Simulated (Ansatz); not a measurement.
## How fast states decay through H2BrCl: cell and atoms at rest

Ansatz 0.2.0; r2SCAN DFT, plane waves, PAW files.

The structure was built from a prototype and need not be the compound's stable phase.

The structure is monoclinic, space group Cm (No. 8). Conventional cell: a = 5.324 Å, b = 6.328 Å, c = 5.446 Å, α = 90.00°, β = 90.00°, γ = 90.00°. H has 1 Br at 1.36 Å nearest. Nearest to H lie 1 Cl at 1.36 Å. Br has 1 H at 1.36 Å nearest. Cl has 1 H at 1.36 Å nearest. It derives from HCl. Br for part of the Cl in the HCl structure of space group Cmc2_1. Farther neighbours and most contacts between anions are not listed.

Step by step:

| step | energy less that of the first step (eV) | largest force component (eV/Å) | pressure (GPa) | volume (Å³) |
| --- | --- | --- | --- | --- |
| 1 | 0.0000 | 1.6653 | 0.63 | 91.75 |
| 2 | -0.0728 | 0.4406 | 0.34 | 90.41 |
| 3 | -0.1153 | 0.2802 | 0.03 | 89.72 |
| 4 | -0.1155 | 0.2767 | 0.03 | 89.68 |
| 5 | -0.1244 | 0.0535 | 0.04 | 86.93 |
| 6 | -0.1253 | 0.0354 | -0.01 | 87.73 |
| 7 | -0.1253 | 0.0413 | -0.03 | 88.13 |
| 8 | -0.1255 | 0.0188 | 0.01 | 88.24 |
| 9* | -0.1249 | 0.0191 | 0.00 | 88.24 |

Relaxation steps marked * repeat the geometry before them on a plane-wave basis chosen anew for their cell, so energy and pressure can jump there.

The run keeps the 2 symmetry operations that it works with, so distortions that break them were not tested.

```csv
cell as run,before,after,change
a (Å),4.135,4.091,-1.1 %
b (Å),4.135,4.091,-1.1 %
c (Å),5.446,5.358,-1.6 %
α (°),90.00,89.75,-0.3 %
β (°),90.00,90.25,+0.3 %
γ (°),80.15,79.72,-0.5 %
volume (Å³/atom),22.94,22.06,-3.8 %
```

The atoms that moved most (Å, as changes of fractional coordinates times the final cell):

```
atom     dx      dy      dz  length
 Br3  0.000  -0.051   0.035   0.062
  H1  0.000   0.032  -0.039   0.050
  H2  0.000   0.023   0.016   0.028
 Cl4  0.000  -0.003  -0.011   0.012
```

Final coordinates:

```xyz
4
Lattice="3.1406 -2.6221 -0.0089 3.1406 2.6221 0.0089 0.0000 0.0182 5.3575" Properties=species:S:1:pos:R:3 pbc="T T T"
H     3.1406    2.3350    1.7195
H     3.1406   -2.2595    4.4375
Br    3.1406    1.3111    2.7351
Cl    3.1406   -1.3564    0.0013
```

Numbers from this step:

- free energy: -3909.9736 eV
- Fermi energy: 1.370 eV
- pressure: 0.004067 GPa

What was run to get this?

The system, level and task follow from the heading and the kind of results. Meshes, cutoffs and thresholds can't be read from the results; these are the ones that the run used.

File input.yaml:

```yaml
crystal:
  lattice:
    - [3.1640222301, -2.6621281331, 0.0]
    - [3.1640222301, 2.6621281331, 0.0]
    - [0.0, 0.0, 5.4464964547]
  atoms:
    - { symbol: H, position: [0.06192968, 0.93807032, 0.32681648] }
    - { symbol: H, position: [0.93807032, 0.06192968, 0.82681648] }
    - { symbol: Br, position: [0.24201269, 0.75798731, 0.50318352] }
    - { symbol: Cl, position: [0.75798731, 0.24201269, 0.00318352] }
kpoints:
  mp_grid: { grid: [6, 6, 4] }
scf:
  occupations: { method: gaussian, width: 0.03 }
hamiltonian:
  xc: r2scan
output:
  forces: true
  stress: true
relax:
  f_tol: 0.02
  max_steps: 60
  cell: {}
```

Launch:

```bash
ansatz run input.yaml --threads 2 --pin off --max-ram 4096MiB --backend cpu --events-out ev --progress --plain --runs-dir out
```

[Logs are printed without paths, hosts, clocks, repeated set-up lines and the standing remarks that a program may print on its own settings, such as how far it seeks lower states.]

[Hosts, paths, dates, database ids (printed as entryN), source tags and the programs' standing remarks are cut or masked in the printed files.]
